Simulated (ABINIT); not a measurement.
An input for ABINIT 10.8.3 (CsMgF3 (Pm-3m)):

```
acell 3*1.0 Angstrom
rprim 
  4.252307000000 0.000000000000 0.000000000000
  0.000000000000 4.252307000000 0.000000000000
  0.000000000000 0.000000000000 4.252307000000
ntypat 3
znucl 55 12 9
natom 5
typat 1 2 3 3 3
xred 
  0.000000000000 0.000000000000 0.000000000000
  0.500000000000 0.500000000000 0.500000000000
  0.000000000000 0.500000000000 0.500000000000
  0.500000000000 0.000000000000 0.500000000000
  0.500000000000 0.500000000000 0.000000000000
pp_dirpath "pseudos"
pseudos "Cs.upf, Mg.upf, F.upf"
ecut 38
ngkpt 2 2 2
nshiftk 1
shiftk 0 0 0
kptopt 1
chksymbreak 0
istwfk *1
occopt 1
irdwfk 1
optdriver 4
nband 51
gwcalctyp 28
ecutsigx 38
symsigma 0
nkptgw 4
kptgw 
  0.0000000000 0.0000000000 0.0000000000
  0.5000000000 0.0000000000 0.0000000000
  0.5000000000 0.5000000000 0.0000000000
  0.5000000000 0.5000000000 0.5000000000
bdgw 
  9 26
  9 26
  9 26
  9 26
ecuteps 3.2
irdscr 1
ppmodel 1
indata_prefix "in"
outdata_prefix "out"
tmpdata_prefix "tmp"
```

```sh
OMP_NUM_THREADS=1 mpirun -n 4 abinit run.abi > log
```

Question: How long will it take on 4 MPI ranks of Arm Neoverse N1, shared host, and how much memory?

It took 29 s; on shared hardware allow 14 s to 58 s. Peak host memory was 1.1 GiB.

[Paths, hosts, dates, memory and timing lines, banners, echoed tables and standing remarks are left out of the program output.]

[Logs are printed without paths, hosts, clocks, repeated set-up lines and the standing remarks that a program may print on its own settings, such as how far it seeks lower states.]

[Runs of the session that timed out or met a known fault of the program may be left out.]

[Hosts, paths, dates, database ids (printed as entryN), source tags and the programs' standing remarks are cut or masked in the printed files.]

[G0W0 gaps are taken among the corrected bands and points alone; a level outside them can change the order at an edge.]

[Where Ansatz stands beside ABINIT at settings called matched, ABINIT's density can come from a denser mesh and the files from another edition; pairs whose starting gaps differed by over 0.03 eV were left out, so agreement reads better than it is.]
